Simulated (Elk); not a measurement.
## How HfC absorbs and reflects light

Aim: the dielectric function of HfC, and the optical constants that follow from it. The cell comes from an older database entry, whose edges can differ from later determinations, mostly by under a per cent.

Program: Elk 11.2.3 (patched build). Level of theory: DFT, PBE, all-electron APW+lo, Dirac cores, scalar-relativistic bands, independent-particle optical response without local fields. Results are calculated unless marked as measured.

The database entry behind the starting cell differs from later determinations by our own check (about 0.2 % long), so it need not match the best structure at ambient conditions.

**1. Set-up**

It takes space group Fm-3m (No. 225, cubic). Conventional cell: a = 4.650 Å, b = 4.650 Å, c = 4.650 Å, α = 90.00°, β = 90.00°, γ = 90.00°. Nearest to Hf lie 6 C at 2.33 Å. Nearest to C lie 6 Hf at 2.33 Å. Farther neighbours are not listed.

**2. Ground state**

First the ground state: is it a metal or has it a gap?

This step: DFT, PBE, all-electron APW+lo, Dirac cores, scalar-relativistic bands, ground state (Elk 11.2.3 (patched build)).

The input, elk.in:

```
tasks
  0
  120

xctype
  20

nempty
  14

lorbcnd
  .true.

rgkmax
  7.0

swidth
  0.0018375

maxscl
  100

epsengy
  1e-05

sppath
  './'

avec
  0.000000000000 4.393613239755 4.393613239755
  4.393613239755 0.000000000000 4.393613239755
  4.393613239755 4.393613239755 0.000000000000

atoms
  2
  'Hf.in'
  1
  0.500000000000 0.500000000000 0.500000000000   0.000 0.000 0.000
  'C.in'
  1
  0.000000000000 0.000000000000 0.000000000000   0.000 0.000 0.000

ngridk
  13 13 13
```

Run with:

```console
$ OMP_NUM_THREADS=4 elk
```

Numbers of over 12 decimals in the logs are rounded to 6 here.

The log of the run:

```text
┌─────────────────────────┐
│ Elk code version 11.2.3 │
└─────────────────────────┘

All units are atomic (Hartree, Bohr, etc.)

┌─────────────────────────────────────────────────┐
│ Ground-state run starting from atomic densities │
└─────────────────────────────────────────────────┘

Lattice vectors :
   0.000000000       4.393613240       4.393613240
   4.393613240       0.000000000       4.393613240
   4.393613240       4.393613240       0.000000000

Reciprocal lattice vectors :
 -0.7150362315      0.7150362315      0.7150362315
  0.7150362315     -0.7150362315      0.7150362315
  0.7150362315      0.7150362315     -0.7150362315

Unit cell volume      :    169.6271903
Brillouin zone volume :    1.462325781

Muffin-tin inner radius fraction :   0.1000000000E-01

Nuclei treated as point charges

Species : 1 (Hf)
 parameters loaded from : Hf.in
 name : hafnium
 nuclear charge    :   -72.00000000
 electronic charge :    72.00000000
 atomic mass :    325367.3659
 muffin-tin radius :    2.643938494
 number of radial points in muffin-tin :   1393
 inner part over the whole radius :   0.9988331917E-02
 number on inner part of muffin-tin    :    998
 approximate nuclear radius :   0.1000320365E-03
 number of mesh points to nuclear radius :    520
 atomic positions (lattice), magnetic fields (Cartesian) :
  1 :   0.00000000  0.00000000  0.00000000    0.00000000  0.00000000  0.00000000

Species : 2 (C)
 parameters loaded from : C.in
 name : carbon
 nuclear charge    :   -6.000000000
 electronic charge :    6.000000000
 atomic mass :    21894.16674
 muffin-tin radius :    1.699674746
 number of radial points in muffin-tin :    593
 inner part over the whole radius :   0.9850936404E-02
 number on inner part of muffin-tin    :    405
 approximate nuclear radius :   0.4747601631E-04
 number of mesh points to nuclear radius :    166
 atomic positions (lattice), magnetic fields (Cartesian) :
  1 :   0.50000000  0.50000000  0.50000000    0.00000000  0.00000000  0.00000000

Total number of atoms per unit cell :    2
Total muffin-tin volume :    97.98584208
 ratio of muffin-tin to unit cell volume :   0.5776541008

Spin treatment :
 spin-unpolarised

Number of Bravais lattice symmetries :   48
Number of crystal symmetries         :   48
Crystal has inversion symmetry
Real symmetric eigensolver will be used

k-point grid :     13    13    13
k-point offset :    0.000000000       0.000000000       0.000000000
k-point set is reduced with full crystal symmetry group
Total number of k-points :       84

Muffin-tin radius times maximum |G+k| :    7.000000000
 using average radius
Maximum |G+k| for APW functions       :    3.223123061
Maximum (1/2)|G+k|²                   :    5.194261132
Maximum |G| for potential and density :    12.00000000
Constant for pseudocharge density :    8
 order of it for each species :   15  15
 order of it for pair densities of each species (exact exchange by exxq0 0: 15) :   14   4
Radial integration step length :    1

G-vector grid sizes :     24    24    24
Number of G-vectors :     4957

Maximum angular momentum used for
 APW functions            :    8
 outer part of muffin-tin :    6
 inner part of muffin-tin :    2

Total nuclear charge    :   -78.00000000
Total core charge       :    48.00000000
Total valence charge    :    30.00000000
Total excess charge     :    0.000000000
Total electronic charge :    78.00000000

Effective Wigner radius, rₛ :   0.8037187229

Number of empty states         :     28
Total number of valence states :     44
Total number of core states    :     48

Conduction state local-orbitals added automatically
Third-order local-orbitals added for an l without core states : F
Total number of local-orbitals :    130

Exchange-correlation functional :     20     0     0
 Perdew-Burke-Ernzerhof, Phys. Rev. Lett. 77, 3865 (1996)
 gradient requirement :    1
 generalised gradient approximation (GGA)

Smearing type :    3
 Fermi-Dirac
Smearing width :   0.1837500000E-02
Effective electronic temperature (K) :    580.2366081

Mixing type :    3
 Broyden mixing, J. Phys. A: Math. Gen. 17, L317 (1984)

Kohn-Sham potential initialised from atomic data

┌──────────────────────────────┐
│ Self-consistent loop started │
└──────────────────────────────┘

┌─────────────────┐
│ Loop number : 1 │
└─────────────────┘

Energies :
 Fermi                       :     0.197874
 sum of occupied eigenvalues :     -9250.6062995129
 electron kinetic            :      16921.812267816
 core electron kinetic       :      16381.930121593
 Coulomb                     :     -31742.836661130
 Coulomb potential           :     -25771.107120980
 nuclear-nuclear             :     -1415.3788691959
 electron-nuclear            :     -34911.874514727
 Hartree                     :      4584.4167227926
 Madelung                    :     -18857.283100640
 xc potential                :     -401.31144634929
 exchange                    :     -310.69407962337
 correlation                 :     -4.534904
 electron entropic           :    -0.19979670939708E-04
 total energy                :     -15136.253396696

Density of states at Fermi energy :    1.633112478
 (states/Hartree/unit cell)

Estimated indirect band gap :   0.7977931521E-02
 from k-point 8 to k-point 1
Estimated direct band gap   :   0.3145813106E-01
 at k-point 44

Charges :
 core                        :    48.00000000
 valence                     :    30.00000000
 interstitial                :    2.584649783
 muffin-tins (core leakage)
  species : 1 (Hf)
   atom 1                    :    69.66894504     (  0.8787720986E-06)
  species : 2 (C)
   atom 1                    :    5.746405174     (  0.8450982383E-05)
 total in muffin-tins        :    75.41535022
 total calculated charge     :    77.99979695
 total charge                :    78.00000000
 error                       :   0.2030459481E-03

┌─────────────────┐
│ Loop number : 2 │
└─────────────────┘

Energies :
 Fermi                       :     0.200734
 sum of occupied eigenvalues :     -9250.6985288631
 electron kinetic            :      16921.807380734
 core electron kinetic       :      16381.775839443
 Coulomb                     :     -31743.068436380
 Coulomb potential           :     -25770.781137318
 nuclear-nuclear             :     -1415.3788691959
 electron-nuclear            :     -34912.662888813
 Hartree                     :      4584.9733216281
 Madelung                    :     -18857.677867722
 xc potential                :     -401.72477227900
 exchange                    :     -310.69928208606
 correlation                 :     -4.535569
 electron entropic           :    -0.22224924889879E-04
 total energy                :     -15136.495928687

Density of states at Fermi energy :    1.890076818
 (states/Hartree/unit cell)

Estimated indirect band gap :   0.5695704786E-02
 from k-point 8 to k-point 44
Estimated direct band gap   :   0.2912152631E-01
 at k-point 44

Charges :
 core                        :    48.00000000
 valence                     :    30.00000000
 interstitial                :    2.590648693
 muffin-tins (core leakage)
  species : 1 (Hf)
   atom 1                    :    69.68469770     (  0.8758718550E-06)
  species : 2 (C)
   atom 1                    :    5.724653609     (  0.8467628174E-05)
 total in muffin-tins        :    75.40935131
 total calculated charge     :    77.99980657
 total charge                :    78.00000000
 error                       :   0.1934344767E-03

RMS change in Kohn-Sham potential (target) :    2.049905775     (  0.1000000000E-05)
Absolute change in total energy (target)   :   0.2425319910     (  0.1000000000E-04)

[... 15 loops left out ...]

┌──────────────────┐
│ Loop number : 18 │
└──────────────────┘

Energies :
 Fermi                       :     0.390773
 sum of occupied eigenvalues :     -9244.7345960060
 electron kinetic            :      16927.040641424
 core electron kinetic       :      16381.746387347
 Coulomb                     :     -31747.684262625
 Coulomb potential           :     -25759.350100056
 nuclear-nuclear             :     -1415.3788691959
 electron-nuclear            :     -34933.455635242
 Hartree                     :      4601.1502418128
 Madelung                    :     -18868.009212597
 xc potential                :     -412.42513737342
 exchange                    :     -310.80266822132
 correlation                 :     -4.557407
 electron entropic           :    -0.85063672848209E-04
 total energy                :     -15136.003781658

Density of states at Fermi energy :    7.792194728
 (states/Hartree/unit cell)

Estimated indirect band gap :   0.4690571278E-02
 from k-point 48 to k-point 2
Estimated direct band gap   :   0.1389873709E-01
 at k-point 49

Charges :
 core                        :    48.00000000
 valence                     :    30.00000000
 interstitial                :    2.726723759
 muffin-tins (core leakage)
  species : 1 (Hf)
   atom 1                    :    70.28601713     (  0.8000189737E-06)
  species : 2 (C)
   atom 1                    :    4.987259107     (  0.8738931732E-05)
 total in muffin-tins        :    75.27327624
 total calculated charge     :    78.00006637
 total charge                :    78.00000000
 error                       :   0.6636527776E-04

RMS change in Kohn-Sham potential (target) :   0.2149921870E-07 (  0.1000000000E-05)
Absolute change in total energy (target)   :   0.7257618563E-05 (  0.1000000000E-04)

Convergence targets achieved

┌──────────────────┐
│ Loop number : 19 │
└──────────────────┘

Energies :
 Fermi                       :     0.390773
 sum of occupied eigenvalues :     -9244.7345961699
 electron kinetic            :      16927.040641332
 core electron kinetic       :      16381.746387225
 Coulomb                     :     -31747.684262406
 Coulomb potential           :     -25759.350099795
 nuclear-nuclear             :     -1415.3788691959
 electron-nuclear            :     -34933.455635076
 Hartree                     :      4601.1502418662
 Madelung                    :     -18868.009212508
 xc potential                :     -412.42513770672
 exchange                    :     -310.80266822118
 correlation                 :     -4.557407
 electron entropic           :    -0.85063672062123E-04
 total energy                :     -15136.003781530

Density of states at Fermi energy :    7.792194659
 (states/Hartree/unit cell)

Estimated indirect band gap :   0.4690570924E-02
 from k-point 48 to k-point 2
Estimated direct band gap   :   0.1389873711E-01
 at k-point 49

Charges :
 core                        :    48.00000000
 valence                     :    30.00000000
 interstitial                :    2.726723751
 muffin-tins (core leakage)
  species : 1 (Hf)
   atom 1                    :    70.28601714     (  0.8000199756E-06)
  species : 2 (C)
   atom 1                    :    4.987259108     (  0.8738931806E-05)
 total in muffin-tins        :    75.27327625
 total calculated charge     :    78.00006637
 total charge                :    78.00000000
 error                       :   0.6636527480E-04

┌──────────────────────────────┐
│ Self-consistent loop stopped │
└──────────────────────────────┘

Wrote STATE.OUT
```

Run time: 17 s. Hardware: 4 threads of Arm Neoverse V1, shared host; peak memory 0.11 GiB; 53 s of CPU time.

This step gave:

| Quantity | Value |
| --- | --- |
| total energy | -15136 Ha |
| Fermi energy | 10.63 eV |
| DOS at the Fermi level | 0.2864 states/eV/cell |

There are states at the Fermi level within the smearing, so the occupations stay smeared and the carriers get a Drude term.

**3. Independent particles**

With the density converged, the vertical transitions are summed over the zone.

This step: DFT, PBE, all-electron APW+lo, Dirac cores, scalar-relativistic bands, independent-particle optical response without local fields (Elk 11.2.3 (patched build)).

Edit elk.in of step 2 so:

```diff
@@ -1,4 +1,9 @@
 tasks
-  0
-  120
+  121
+
+optcomp
+  1 1
+
+intraband
+  .true.
 
@@ -17,9 +22,7 @@
 swidth
-  0.0018375
+  0.0073499
 
-maxscl
-  100
-
-epsengy
-  1e-05
+wplot
+  400 100 0
+  0.0 0.80849
```

Run with:

```console
$ OMP_NUM_THREADS=4 elk
```

The log of the run:

```text
┌─────────────────────────────────┐
│ Elk code version 11.2.3 started │
└─────────────────────────────────┘

Info(readinput): the functional depends on the density's gradient
 muffin-tin radial points multiplied by    2.00000
 (not where nrmtscf is given)

┌────────────────────┐
│ Current task : 121 │
└────────────────────┘
Info(checkmt): changed muffin-tin radius of species 1 (Hf) from   2.8000 to   2.6439
Info(checkmt): changed muffin-tin radius of species 2 (C) from   1.8000 to   1.6997

Info(findsymcrys): atomic basis shift (lattice) :
  0.5000000000      0.5000000000      0.5000000000
See GEOMETRY.OUT for new atomic positions

Info(dielectric):
 dielectric tensor written to EPSILON_ij.OUT
 optical conductivity written to SIGMA_ij.OUT
 plasma frequency written to PLASMA_ij.OUT
 for components
  i = 1, j = 1

┌──────────────────┐
│ Elk code stopped │
└──────────────────┘
```

Run time: 4 s. Hardware: 4 threads; peak memory 0.04 GiB; 16 s of CPU time.

This step gave:

| Quantity | Value |
| --- | --- |
| Drude plasma energy, first axis | 3.706 eV |

Sum at mesh points, not converged in k. Im ε, E ∥ x against photon energy; read off at these points:

```tsv
photon energy (eV)	Im ε, E ∥ x
1.0	22.8
1.4	22.7
2.0	13.6
3.0	11.9
4.0	8.04
4.4	10.1
5.0	7.85
6.0	8.63
7.0	7.95
8.0	6.35
9.0	6.28
10.0	5.19
11.0	5.14
12.0	3.11
13.0	1.93
14.0	1.64
15.0	1.31
16.0	1.48
17.0	1.58
18.0	1.07
19.0	0.777
20.0	0.610
21.0	0.514
```

Values under 1 per cm are given as 1; sum at mesh points, not converged in k. The absorption coefficient, E ∥ x by photon energy:

```tsv
photon energy (eV)	absorption coefficient, E ∥ x (1/cm)
0.99	3.9e5
1.98	4.9e5
3.03	6.7e5
4.02	6.5e5
5.01	8.9e5
6.00	1.2e6
6.99	1.3e6
7.98	1.5e6
9.02	1.7e6
10.01	1.8e6
11.00	1.9e6
11.99	2.3e6
12.98	2.0e6
14.03	1.7e6
15.02	1.5e6
16.01	1.5e6
17.00	1.7e6
17.99	1.8e6
18.98	1.5e6
20.02	1.3e6
21.01	1.0e6
```

The loss function −Im 1/ε at q → 0, E ∥ x has structure finer than the step of the table below, so its rows give means over 1 eV, whole bins alone (the curve runs from 0.330 to 21.9 eV). Peaks (eV: height): 21.3: 2.11.

Sum at mesh points, not converged in k. The loss function −Im 1/ε at q → 0, E ∥ x by energy loss; means over each step:

```tsv
energy loss (eV)	loss function −Im 1/ε at q → 0, E ∥ x
1	0.0349
2	0.0682
3	0.0834
4	0.0978
5	0.109
6	0.120
7	0.128
8	0.157
9	0.161
10	0.186
11	0.189
12	0.187
13	0.287
14	0.443
15	0.637
16	0.660
17	0.601
18	0.677
19	1.05
20	1.54
21	1.90
```

Sum at mesh points, not converged in k. The reflectivity at normal incidence, E ∥ x by photon energy; read off at these points:

photon energy (eV), reflectivity at normal incidence, E ∥ x (%) and a bar from the least value:
```
     0.50       74.4 ##############################
     1.00       60.3 #######################
     1.50       54.5 #####################
     2.00       45.2 ################
     2.50       41.3 ##############
     3.00       41.6 ##############
     3.50       37.1 ############
     4.00       32.5 ##########
     4.50       37.3 ############
     4.79       37.6 #############
     5.00       34.0 ###########
     5.50       34.0 ###########
     6.00       37.3 ############
     6.50       32.0 ##########
     7.00       35.0 ###########
     7.50       37.8 #############
     8.00       35.3 ############
     8.50       33.2 ##########
     9.00       36.9 ############
     9.50       37.7 #############
    10.00       37.5 #############
    10.50       37.5 #############
    11.00       35.6 ############
    11.50       44.8 ################
    12.00       52.7 ####################
    12.50       46.7 #################
    13.00       47.6 #################
    13.50       43.2 ###############
    14.00       35.0 ###########
    14.50       37.6 #############
    15.00       27.7 ########
    15.50       24.6 ######
    16.00       20.9 #####
    16.50       23.8 ######
    17.00       22.6 #####
    17.50       29.1 #########
    18.00       36.3 ############
    18.50       30.9 #########
    19.00       28.5 ########
    19.50       27.6 ########
    20.00       26.0 #######
    20.50       18.2 ###
    21.00       17.6 ###
    21.50       11.0
```

From ε follow the optical constants at some laser and lamp lines:

```tsv
wavelength (nm)	n	k	R (%)	1/α
1550	3.58	4.975	68.7	25 nm
1064	3.36	2.961	51.6	29 nm
633	2.79	2.480	45.6	20 nm
532	2.91	2.033	40.1	21 nm
365	2.51	1.961	37.9	15 nm
248	2.24	1.758	34.0	11 nm
193	2.03	1.666	32.1	9.2 nm
```

A polished face would reflect 42 % of daylight and look light grey (CIE x = 0.321, y = 0.329 under D65).

**4. Summary of results**

- Drude plasma energy, first axis: 3.71 eV

What this shows: At this level (PBE, independent particles) HfC is a semimetal or has a tiny gap, with few carriers whose number hangs on mesh and smearing, and a Drude plasma energy of 3.7 eV. The mesh is too coarse to trust the carriers' weight, the reflectivity or the colour to better than tens of per cent. Along x the bare Drude plasma energy is 3.7 eV; Re ε first rises through zero at 1.10 eV, far lower, because interband transitions screen the carriers. Im ε is 20 there, so the loss peak at that energy is weak. A polished face would reflect 42 % of daylight and look light grey (CIE x = 0.321, y = 0.329 under D65). The carriers' damping of 0.2 eV is typed, not computed; at 0.8 eV the carriers give 14 % of Im ε along the first axis; the rest comes from the sum over bands, which at low energy also holds close bands and the noise of the mesh. Spin-orbit coupling is left out although heavy atoms are present. The sum runs over mesh points 0.18 Å⁻¹ apart with no interpolation, so peaks are partly noise of the mesh, and the Drude plasma energy, a sum over the Fermi surface, isn't converged.

[Machine, clock and banner lines and Python warnings are left out of the logs.]

[Logs are printed without paths, hosts, clocks, repeated set-up lines and the standing remarks that a program may print on its own settings, such as how far it seeks lower states.]

[Hosts, paths, dates, database ids (printed as entryN), source tags and the programs' standing remarks are cut or masked in the printed files.]
